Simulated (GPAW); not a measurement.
**Quasiparticle gap of LiHF2 (C2/m) in GPAW**

How does a plane-wave GW calculation on LiHF2 (C2/m) run from the first input to the gap?

Method: LDA and many-body steps on it, plane waves, in GPAW 26.7.0.

## Step 1: Starting point

Symmetry: C2/m, No. 12, monoclinic system. The conventional cell has a = 5.095 Å, b = 3.070 Å, c = 4.903 Å, α = 90.00°, β = 121.02°, γ = 90.00°. Li has 6 F at 2.00 to 2.04 Å nearest. Nearest to H lie 2 F at 1.14 Å. Nearest to F lie 1 H at 1.14 Å and 3 Li at 2.00 to 2.04 Å. Farther neighbours, and contacts between anions beyond the nearest, are not listed.

As a file:

```cif
data_structure
_symmetry_space_group_name_H-M 'C2/m'
_symmetry_Int_Tables_number 12
_cell_length_a 5.0950
_cell_length_b 3.0698
_cell_length_c 4.9029
_cell_angle_alpha 90.000
_cell_angle_beta 121.024
_cell_angle_gamma 90.000
_cell_volume 65.71
loop_
_atom_site_label
_atom_site_type_symbol
_atom_site_symmetry_multiplicity
_atom_site_Wyckoff_symbol
_atom_site_fract_x
_atom_site_fract_y
_atom_site_fract_z
_atom_site_occupancy
Li1 Li 2 a 0.00000 0.00000 0.00000 1
H1 H 2 c 0.00000 0.00000 0.50000 1
F1 F 4 i 0.70980 0.50000 0.75070 1
```

The cell and positions are those that the Materials Project relaxed with its own functionals (PBE, PBE+U or r2SCAN), kept fixed.

## Step 2: Ground state

This step: GPAW 26.7.0; DFT, LDA, plane waves, PAW.

The ground-state density comes first.

run.py

```python
import json
import numpy as np
from gpaw.mpi import world
from ase import Atoms
from gpaw import GPAW, PW, FermiDirac

atoms = Atoms(['Li', 'H', 'F', 'F'],
    cell=[[2.5474960000, -1.5348990000, 0.0000000000],
      [2.5474960000, 1.5348990000, 0.0000000000],
      [-2.5269440000, 0.0000000000, 4.2015200000]],
    scaled_positions=[[0.0000000000, 0.0000000000, 0.0000000000],
      [0.0000000000, 0.0000000000, 0.5000000000],
      [0.2098030000, 0.2098030000, 0.7507020000],
      [0.7901970000, 0.7901970000, 0.2492980000]],
    pbc=(True, True, True))
calc = GPAW(mode=PW(600),
    xc='LDA',
    kpts={'size': (10, 10, 6), 'gamma': True},
    occupations=FermiDirac(0.001),
    nbands=-8,
    convergence={'density': 1e-6, 'bands': -3},
    maxiter=100,
    txt='gs.txt')
atoms.calc = calc
res = {'energy': atoms.get_potential_energy()}
kpts = calc.get_ibz_k_points()
res['kpts'] = kpts
res['eigenvalues'] = [calc.get_eigenvalues(kpt=k) for k in range(len(kpts))]
res['n_electrons'] = calc.get_number_of_electrons()
calc.write('gs.gpw')

if world.rank == 0:
    with open('result.json', 'w') as f:
        json.dump(res, f, default=lambda x: x.tolist())
```

Run with:

```bash
$ mpirun -n 4 gpaw python run.py
```

The log of the run:

```text
__  _  _
 | _ |_)|_||  |
 |__||  | ||/\| - 26.7.0

Input parameters:
  mode=PW(ecut=600.0),
  convergence={'density': 1e-06, 'bands': -3},
  kpts=MonkhorstPack(size=(10, 10, 6), gamma=True),
  maxiter=100,
  nbands=-8,
  occupations=Occupations(name='fermi-dirac', width=0.001, fixmagmom=False),
  xc=XC(name='LDA')
  [... matrices ...]
Diagonalizing LCAO Hamiltonian
Converting LCAO to pw mode

        F
       H
                  F
          Li

Atoms  # Å, Bohr magnetons
|   | symbol |         x |         y |        z |    initial magnetic moments |
| 0 |     Li |  0.000000 |  0.000000 | 0.000000 | ( 0.0000,  0.0000,  0.0000) |
| 1 |      H | -1.263472 |  0.000000 | 2.100760 | ( 0.0000,  0.0000,  0.0000) |
| 2 |      F | -0.828037 | -0.000000 | 3.154089 | ( 0.0000,  0.0000,  0.0000) |
| 3 |      F |  3.396085 |  0.000000 | 1.047431 | ( 0.0000,  0.0000,  0.0000) |

Unit cell  # Å
| periodic |         x |         y |        z |  lengths |     angles |
|      yes |  2.547496 | -1.534899 | 0.000000 | 2.974164 | 116.197186 |
|      yes |  2.547496 |  1.534899 | 0.000000 | 2.974164 | 116.197186 |
|      yes | -2.526944 |  0.000000 | 4.201520 | 4.902878 |  62.139005 |

Number of symmetries: 4
Symmetry operations  # r_c * U_cc + t_c -> r_c
|   | kind |            matrix            |
| 0 |  E   |  1, 0, 0,  0, 1, 0,  0, 0, 1 |
| 1 |  σ   |  0, 1, 0,  1, 0, 0,  0, 0, 1 |
| 2 |  C2  |  0,-1, 0, -1, 0, 0,  0, 0,-1 |
| 3 |  i   | -1, 0, 0,  0,-1, 0,  0, 0,-1 |

BZ-sampling:
  Number of BZ points: 600
  Number of IBZ points: 172

  Monkhorst-Pack size: [10, 10, 6]
  Monkhorst-Pack shift: [0.05, 0.05, 0.083333]

K-points  # in reciprocal-cell coordinates
|     |                                coordinates |     weight |
|   0 | (  0.00000000,   0.00000000,   0.00000000) | 0.00166667 |
|   1 | (  0.00000000,   0.00000000,   0.16666667) | 0.00333333 |
|   2 | (  0.00000000,   0.00000000,   0.33333333) | 0.00333333 |
|   3 | (  0.00000000,   0.00000000,   0.50000000) | 0.00166667 |
|   4 | (  0.10000000,  -0.10000000,   0.00000000) | 0.00333333 |
|   5 | (  0.10000000,  -0.10000000,   0.16666667) | 0.00666667 |
|   6 | (  0.10000000,  -0.10000000,   0.33333333) | 0.00666667 |
|   7 | (  0.10000000,  -0.10000000,   0.50000000) | 0.00333333 |
|   8 | (  0.10000000,   0.00000000,  -0.33333333) | 0.00666667 |
|   9 | (  0.10000000,   0.00000000,  -0.16666667) | 0.00666667 |
| ... |                                            |            |
| 171 | (  0.50000000,   0.50000000,   0.50000000) | 0.00166667 |

Plane wave coefficients: 1112
Cutoff: 600.0 eV

Spin-components: 1 (collinear spins)
Bands:           16
Projectors:      16
Spin-degeneracy: 2
Datatype:        complex128

  Storage: CPU
  Wave functions: 48_126_976 bytes (12_031_744 per core)
  Projectors: 72_190_464 bytes (18_047_616 per core)
  [... matrices ...]
Parallelization:
  kpt:    4
  domain: 1
  band:   1

Density:
  Valence electrons: 16.0
  Components: 1
  Grid points: [18 18 28]
  Charge: 0.0  # |e|

Potential:
  Grid points: [18 18 28]

species:
  Li:
    name:    Lithium
    Z:       3.0
    valence: 1
    core:    2
    charge:  0.0  # [|e|]
    compensation charges:
      type: gauss
      rc: 0.33  # [Å]
      lmax: 2
    cutoffs:
      filter: 1.91  # [Å]
      core: 2.55  # [Å]
    projectors
    | kind |    occ | energy [eV] | rcut [Å] |
    |   2s |  1.000 |      -2.874 |    1.058 |
    |   2p |  0.000 |      -1.126 |    1.058 |
    |    s |        |      24.338 |    1.058 |

    Using partial waves for Li as LCAO basis

  H:
    name:    Hydrogen
    Z:       1.0
    valence: 1
    core:    0
    charge:  0.0  # [|e|]
    compensation charges:
      type: gauss
      rc: 0.15  # [Å]
      lmax: 2
    cutoffs:
      filter: 0.85  # [Å]
      core: 0.53  # [Å]
    projectors
    | kind |    occ | energy [eV] | rcut [Å] |
    |   1s |  1.000 |      -6.353 |    0.476 |
    |    s |        |      20.858 |    0.476 |
    |    p |        |       0.000 |    0.476 |

    Using partial waves for H as LCAO basis

  F:
    name:    Fluorine
    Z:       9.0
    valence: 7
    core:    2
    charge:  0.0  # [|e|]
    compensation charges:
      type: gauss
      rc: 0.20  # [Å]
      lmax: 2
    cutoffs:
      filter: 1.14  # [Å]
      core: 0.74  # [Å]
    projectors
    | kind |    occ | energy [eV] | rcut [Å] |
    |   2s |  2.000 |     -29.647 |    0.635 |
    |   2p |  5.000 |     -11.293 |    0.635 |
    |    s |        |      -2.435 |    0.635 |
    |    p |        |      15.918 |    0.635 |
    |    d |        |       0.000 |    0.635 |

    Using partial waves for F as LCAO basis

Reference energy: -5609.655338  # eV

eigensolver:
  PPCG
  Converge bands: -3
  niter=2

density mixing:
  MSR1-Mixer
  Pratt-step length: 0.05
  Maximum mixing coefficient: 0.75
  Old densities: 10
  SVD Regularization: 0.005
  Good broyden scale: 1.0
  Trust region scale: 1.0
  Backstep threshold: 4.0
  History deletion threshold: 6.0
  Fourier metric: weight=20.0, sigma=0.015

occupation numbers:
  Fermi-Dirac:
    width: 0.0010  # eV

poisson solver:
  ecut: 4800.0  # eV

xc functional:
  name: None

Initialization done in: 1.702 s

convergence criteria:
- Maximum integral of absolute [dens]ity change: 1e-06 electrons / valence electron
- Maximum [total energy] change in last 3 cyles: 0.0005 eV / valence electron
- Maximum integral of absolute [eigenst]ate change: 4e-08 eV^2 / valence electron
maximum number of iterations: 100

SCF iterations
|iter     |     time |      energy | eigst |  dens |
|iter:   1|  |  -20.207994 | +1.14 |       |
|iter:   2|  |  -20.052649 | +0.22 | -1.05 |
|iter:   3|  |  -19.541005 | -0.81 | -1.10 |
|iter:   4|  |  -19.535047 | -2.75 | -1.60 |
|iter:   5|  |  -19.535148c| -3.59 | -1.94 |
|iter:   6|  |  -19.535184c| -5.06 | -2.81 |
|iter:   7|  |  -19.535185c| -6.79 | -3.48 |
|iter:   8|  |  -19.535185c| -7.82c| -4.12 |
|iter:   9|  |  -19.535185c| -8.74c| -5.32 |
|iter:  10|  |  -19.535185c| -9.80c| -5.89 |
|iter:  11|  |  -19.535185c|-10.49c| -6.66c|

Converged in 11 steps
SCF loop duration: 15.046 s (1.368 s/step)
Energy contributions relative to reference atoms: (reference = -5609.655338)
  [... matrices ...]
Energy contributions:
  Kinetic:          22.368795
  Coulomb:         -23.261402
  Zero:              0.400219
  External:          0.000000
  Xc:              -19.042798
  Entropy:          -0.000000
  Spinorbit:         0.000000
  ----------------------------
  Free energy:     -19.535185
  Extrapolated:    -19.535185

dipole moment: (-3.996865, -0.000000, -2.424279)  # |e|*Ang

Fermi level: 0.653
Eigenvalues  # (at kpt = [0.000, 0.000, 0.000])
| band index |      eig [eV] | occ [0-2] |
|          0 |       -23.237 |     2.000 |
|          1 |       -21.641 |     2.000 |
|          2 |        -7.994 |     2.000 |
|          3 |        -2.943 |     2.000 |
|          4 |        -2.912 |     2.000 |
|          5 |        -2.827 |     2.000 |
|          6 |        -2.793 |     2.000 |
|          7 |        -2.682 |     2.000 |
|          8 |         5.578 |     0.000 |
|          9 |         9.812 |     0.000 |
|         10 |        14.807 |     0.000 |
|         11 |        16.025 |     0.000 |
|         12 |        16.418 |     0.000 |
|         13 |        16.969 |     0.000 |
|         14 |        20.117 |     0.000 |
|         15 |        22.558 |     0.000 |

Gap: 8.152 eV
Transition (v -> c):
  (s=0, k=46, n=7, [0.20, 0.20, 0.33]) -> (s=0, k=0, n=8, [0.00, 0.00, 0.00])
Direct/indirect transitions are different
Direct gap: 8.260 eV
Transition at: (s=0, k=0, n=7, [0.00, 0.00, 0.00])
# Writing to gs.gpw (mode='')
  [... matrices ...]
```

The job ended after 19 s (4 MPI ranks of Arm Neoverse V1, shared host; peak memory 0.68 GiB; 74 s of CPU time).

Read from the output:

```yaml
total_energy: -19.54 eV
gap: 8.152 eV
k_of_the_valence_top: 0.2, 0.2, 0.3333
k_of_the_conduction_bottom: 0, 0, 0
least_direct_gap: 8.260 eV
```

The gap is indirect, with the least direct gap 0.11 eV higher.

## Step 3: Bands along the symmetry lines

Levels along a band path, at the cheap level, show where the edges lie and whether the meshes to come will hold them.

run.py

```python
import json
import numpy as np
from gpaw.mpi import world
from gpaw import GPAW

path = [[0.000000, 0.000000, 0.000000],
    [-0.046698, 0.046698, 0.000000],
    [-0.093396, 0.093396, 0.000000],
    [-0.140094, 0.140094, 0.000000],
    [-0.186792, 0.186792, 0.000000],
    [-0.233490, 0.233490, 0.000000],
    [-0.280188, 0.280188, 0.000000],
    [-0.326886, 0.326886, 0.000000],
    [-0.373584, 0.373584, -0.000000],
    [-0.626416, -0.373584, 0.000000],
    [-0.610614, -0.389386, 0.000000],
    [-0.594812, -0.405188, 0.000000],
    [-0.579010, -0.420990, 0.000000],
    [-0.563208, -0.436792, 0.000000],
    [-0.547406, -0.452594, 0.000000],
    [-0.531604, -0.468396, 0.000000],
    [-0.515802, -0.484198, 0.000000],
    [-0.500000, -0.500000, 0.000000],
    [-0.437500, -0.437500, 0.000000],
    [-0.375000, -0.375000, 0.000000],
    [-0.312500, -0.312500, 0.000000],
    [-0.250000, -0.250000, 0.000000],
    [-0.187500, -0.187500, 0.000000],
    [-0.125000, -0.125000, 0.000000],
    [-0.062500, -0.062500, 0.000000],
    [0.000000, 0.000000, 0.000000],
    [-0.062500, -0.062500, 0.062500],
    [-0.125000, -0.125000, 0.125000],
    [-0.187500, -0.187500, 0.187500],
    [-0.250000, -0.250000, 0.250000],
    [-0.312500, -0.312500, 0.312500],
    [-0.375000, -0.375000, 0.375000],
    [-0.437500, -0.437500, 0.437500],
    [-0.500000, -0.500000, 0.500000],
    [-0.524076, -0.475924, 0.500000],
    [-0.548152, -0.451848, 0.500000],
    [-0.572228, -0.427772, 0.500000],
    [-0.596304, -0.403696, 0.500000],
    [-0.620379, -0.379621, 0.500000],
    [-0.644455, -0.355545, 0.500000],
    [-0.668531, -0.331469, 0.500000],
    [-0.692607, -0.307393, 0.500000],
    [-0.307393, 0.307393, 0.500000],
    [-0.268969, 0.268969, 0.500000],
    [-0.230545, 0.230545, 0.500000],
    [-0.192121, 0.192121, 0.500000],
    [-0.153696, 0.153696, 0.500000],
    [-0.115272, 0.115272, 0.500000],
    [-0.076848, 0.076848, 0.500000],
    [-0.038424, 0.038424, 0.500000],
    [0.000000, 0.000000, 0.500000],
    [0.000000, 0.000000, 0.437500],
    [0.000000, 0.000000, 0.375000],
    [0.000000, 0.000000, 0.312500],
    [0.000000, 0.000000, 0.250000],
    [0.000000, 0.000000, 0.187500],
    [0.000000, 0.000000, 0.125000],
    [0.000000, 0.000000, 0.062500],
    [0.000000, 0.000000, 0.000000],
    [-0.500000, 0.000000, 0.500000],
    [-0.437500, 0.000000, 0.437500],
    [-0.375000, 0.000000, 0.375000],
    [-0.312500, 0.000000, 0.312500],
    [-0.250000, 0.000000, 0.250000],
    [-0.187500, 0.000000, 0.187500],
    [-0.125000, 0.000000, 0.125000],
    [-0.062500, 0.000000, 0.062500],
    [0.000000, 0.000000, 0.000000],
    [-0.062500, 0.000000, 0.000000],
    [-0.125000, 0.000000, 0.000000],
    [-0.187500, 0.000000, 0.000000],
    [-0.250000, 0.000000, 0.000000],
    [-0.312500, 0.000000, 0.000000],
    [-0.375000, 0.000000, 0.000000],
    [-0.437500, 0.000000, 0.000000],
    [-0.500000, 0.000000, -0.000000]]
calc = GPAW('gs.gpw').fixed_density(kpts=path,
    symmetry='off',
    nbands=18,
    convergence={'bands': 14},
    txt='bands.txt')
res = {}
kpts = calc.get_ibz_k_points()
res['kpts'] = kpts
res['eigenvalues'] = [calc.get_eigenvalues(kpt=k) for k in range(len(kpts))]
res['n_electrons'] = calc.get_number_of_electrons()

if world.rank == 0:
    with open('result.json', 'w') as f:
        json.dump(res, f, default=lambda x: x.tolist())
```

Run with:

```bash
$ mpirun -n 4 gpaw python run.py
```

The log of the run:

```text
Diagonalizing LCAO Hamiltonian
Converting LCAO to pw mode
convergence criteria:
- Maximum integral of absolute [eigenst]ate change: 4e-08 eV^2 / valence electron
maximum number of iterations: 100

SCF iterations
|iter     |     time |      energy | eigst |  dens |
|iter:   1|  |             | +1.85 |       |
|iter:   2|  |             | +0.57 |       |
|iter:   3|  |             | -1.30 |       |
|iter:   4|  |             | -2.90 |       |
|iter:   5|  |             | -4.39 |       |
|iter:   6|  |             | -5.77 |       |
|iter:   7|  |             | -7.15 |       |
|iter:   8|  |             | -8.26c|       |
SCF steps: 8
  __  _  _
 | _ |_)|_||  |
 |__||  | ||/\| - 26.7.0

Input parameters:
  mode=PW(ecut=600.0),
  convergence={'bands': 14},
  gpts=array([18, 18, 28]),
  kpts=KPoints(kpts=array([[ 0.      ,  0.      ,  0.      ],
         [-0.046698,  0.046698,  0.      ],
         [-0.093396,  0.093396,  0.      ],
         [-0.140094,  0.140094,  0.      ],
[...]
[-0.23349 ,  0.23349 ,  0.      ],
[...]
[-0.57901 , -0.42099 ,  0.      ],
[...]
[-0.5     , -0.5     ,  0.      ],
[...]
[ 0.      ,  0.      ,  0.      ],
[...]
[-0.076848,  0.076848,  0.5     ],
         [-0.038424,  0.038424,  0.5     ],
         [ 0.      ,  0.      ,  0.5     ],
         [ 0.      ,  0.      ,  0.4375  ],
[...]
[ 0.      ,  0.      ,  0.      ],
[...]
[ 0.      ,  0.      ,  0.      ],
[...]
[-0.375   ,  0.      ,  0.      ],
         [-0.4375  ,  0.      ,  0.      ],
         [-0.5     ,  0.      , -0.      ]])),
  maxiter=100,
  nbands=18,
  occupations=Occupations(name='fermi-dirac', width=0.001, fixmagmom=False),
  parallel={},
  symmetry=Symmetry(point_group=False, time_reversal=False),
  xc=XC(name='LDA')
  [... matrices ...]
timing:  # [seconds]
  Total: 0.029  # ━━━━━━━━━━━━━━━━━━━━━━━━━━━━━━━━━━━━━━━━━━━━━━━━━━━━━━━━━━━
```

It took 8.4 s on 4 MPI ranks; peak memory 0.67 GiB; 33 s of CPU time.

This step gave:

```yaml
gap: 8.168 eV
k_of_the_valence_top: 0, 0, 0.5
k_of_the_conduction_bottom: 0, 0, 0
least_direct_gap: 8.260 eV
```

The gap is 8.168 eV, +0.017 eV from the run before at this level.

Electronic bands along the path, in eV, zero at the top of the highest filled band; v1 is the highest filled band, c1 the lowest empty one:

| point | v4 | v3 | v2 | v1 | c1 | c2 | c3 | c4 |
| --- | --- | --- | --- | --- | --- | --- | --- | --- |
| Γ | -0.32 | -0.24 | -0.20 | -0.09 | 8.17 | 12.40 | 17.40 | 18.62 |
| halfway | -1.17 | -0.79 | -0.47 | -0.17 | 10.47 | 14.66 | 16.03 | 17.11 |
| C | -1.63 | -0.87 | -0.61 | -0.30 | 13.80 | 13.93 | 14.53 | 15.10 |
| jump to C2 | -1.63 | -0.87 | -0.61 | -0.30 | 13.80 | 13.93 | 14.53 | 15.10 |
| halfway | -1.39 | -0.73 | -0.63 | -0.17 | 12.98 | 13.98 | 14.96 | 15.08 |
| Y2 | -1.27 | -0.70 | -0.64 | -0.06 | 12.66 | 13.84 | 14.93 | 15.52 |
| halfway | -1.51 | -0.78 | -0.18 | -0.17 | 10.10 | 13.76 | 16.71 | 17.36 |
| Γ | -0.32 | -0.24 | -0.20 | -0.09 | 8.17 | 12.40 | 17.40 | 18.62 |
| halfway | -0.89 | -0.53 | -0.44 | -0.36 | 9.81 | 14.18 | 16.37 | 18.03 |
| M2 | -1.59 | -0.73 | -0.70 | -0.66 | 11.89 | 14.43 | 16.02 | 17.22 |
| halfway | -1.60 | -1.25 | -0.88 | -0.42 | 12.64 | 14.57 | 15.63 | 16.51 |
| D | -1.75 | -1.67 | -0.73 | -0.35 | 13.95 | 14.23 | 14.43 | 15.85 |
| jump to D2 | -1.75 | -1.67 | -0.73 | -0.35 | 13.95 | 14.23 | 14.43 | 15.85 |
| halfway | -1.56 | -0.94 | -0.23 | -0.15 | 10.99 | 13.04 | 16.69 | 17.00 |
| A | -0.53 | -0.41 | -0.12 | 0.00 | 9.29 | 12.06 | 16.95 | 18.81 |
| halfway | -0.46 | -0.37 | -0.15 | -0.07 | 8.74 | 12.18 | 17.34 | 18.70 |
| Γ | -0.32 | -0.24 | -0.20 | -0.09 | 8.17 | 12.40 | 17.40 | 18.62 |
| jump to L2 | -1.01 | -0.63 | -0.38 | -0.29 | 11.34 | 13.89 | 15.66 | 17.03 |
| halfway | -0.68 | -0.57 | -0.28 | -0.17 | 9.71 | 13.94 | 16.18 | 17.77 |
| Γ | -0.32 | -0.24 | -0.20 | -0.09 | 8.17 | 12.40 | 17.40 | 18.62 |
| halfway | -0.95 | -0.73 | -0.55 | -0.11 | 9.97 | 13.73 | 16.64 | 17.85 |
| V2 | -1.50 | -1.14 | -0.94 | -0.14 | 13.15 | 14.12 | 14.51 | 16.82 |

The electronic bands as a text plot (rows in eV, shown from -8.0 to 14.2 only; labels by their first letter):

```
   13.7 |   +    ++++   ++     +      +++++        +  ++    +++
   12.8 |+++    + +++     +++++      +  ++ +++    +     ++++    +
   11.9 |      +     ++           +++     +   ++++             +
   10.9 |     +        +        ++         +       ++         +
   10.0 |   ++          +                   ++       ++      +
    9.1 |  +             ++   ++              +++      ++  ++
    8.2 |++                +++                   ++      ++
    7.2 |
    6.3 |
    5.4 |
    4.5 |
    3.5 |
    2.6 |
    1.7 |
    0.8 |
   -0.1 |*************************  *****************************
   -1.1 |  ****************   ****************  *  ******  ******
   -2.0 |     ****    ***       ****************   ***        ***
   -2.9 |         ****
   -3.8 |
   -4.8 |     *************     ******************          *****
   -5.7 |*****             *****                  **********
   -6.6 |
   -7.5 |
         Γ      C|C Y       Γ      M  D|D     A   Γ|L     Γ     V
```

## Step 4: Empty states on the mesh, 4×4×2 mesh, 120 bands

The sums over transitions need many empty states on a uniform mesh; this step solves for them.

run.py

```python
import json
import numpy as np
from gpaw.mpi import world
from gpaw import GPAW

calc = GPAW('gs.gpw').fixed_density(kpts={'size': (4, 4, 2), 'gamma': True},
    parallel={'domain': 1, 'band': 1},
    txt='nscf.txt')
calc.diagonalize_full_hamiltonian(nbands=120)
calc.write('full.gpw', mode='all')
res = {}
kpts = calc.get_ibz_k_points()
res['kpts'] = kpts
res['eigenvalues'] = [calc.get_eigenvalues(kpt=k) for k in range(len(kpts))]
res['n_electrons'] = calc.get_number_of_electrons()

if world.rank == 0:
    with open('result.json', 'w') as f:
        json.dump(res, f, default=lambda x: x.tolist())
```

Run with:

```bash
$ mpirun -n 4 gpaw python run.py
```

The log of the run:

```text
Diagonalizing LCAO Hamiltonian
Converting LCAO to pw mode
convergence criteria:
- Maximum integral of absolute [eigenst]ate change: 4e-08 eV^2 / valence electron
maximum number of iterations: 100

SCF iterations
|iter     |     time |      energy | eigst |  dens |
|iter:   1|  |             | +1.16 |       |
|iter:   2|  |             | +0.43 |       |
|iter:   3|  |             | -0.67 |       |
|iter:   4|  |             | -2.07 |       |
|iter:   5|  |             | -3.63 |       |
|iter:   6|  |             | -5.13 |       |
|iter:   7|  |             | -6.94 |       |
|iter:   8|  |             | -8.11c|       |
SCF steps: 8
  __  _  _
 | _ |_)|_||  |
 |__||  | ||/\| - 26.7.0

Input parameters:
  mode=PW(ecut=600.0),
  convergence={'density': 1e-06, 'bands': -3},
  gpts=array([18, 18, 28]),
  kpts=MonkhorstPack(size=(4, 4, 2), gamma=True),
  maxiter=100,
  nbands=16,
  occupations=Occupations(name='fermi-dirac', width=0.001, fixmagmom=False),
  parallel={'domain': 1, 'band': 1},
  xc=XC(name='LDA')
Matrix size: 1093x1093
# Writing to full.gpw (mode='all')
  [... matrices ...]

timing:  # [seconds]
  Total: 8.161  # ━━━━━━━━━━━━━━━━━━━━━━━━━━━━━━━━━━━━━━━━━━━━━━━━━━━━━━━━━━━
```

The job ended after 12 s (4 MPI ranks; peak memory 1.1 GiB).

Read from the output:

```
gap                                                           : 8.168 eV
k of the valence top                                          : 0, 0, 0.5
k of the conduction bottom                                    : 0, 0, 0
least direct gap                                              : 8.260 eV
k points computed                                             : 14
lowest point of the top converged band, above the valence top : 127.1319 eV
```

On this mesh the gap is 8.168 eV.

(Continued in part 2 of 2.)

[Long decimals in the printed logs are rounded to 6 places.]

[Logs are printed without paths, hosts, clocks, repeated set-up lines and the standing remarks that a program may print on its own settings, such as how far it seeks lower states.]

[Paths, hosts, dates, memory and timing lines, banners, echoed tables and standing remarks are left out of the program output; an Ansatz launch command may be rebuilt from the run's recorded settings. Measured values are a selection of at most five: reports struck by readers or far from the other reports are left out. None is set beside runs whose start may be inverted or whose files or cutoffs have a known fault.]

[Runs of the session that timed out or met a known fault of the program may be left out.]

[Hosts, paths, dates, database ids (printed as entryN), source tags and the programs' standing remarks are cut or masked in the printed files.]

[Where the starting crystal was built by hand or by swapping elements, it need not be the compound's stable phase.]
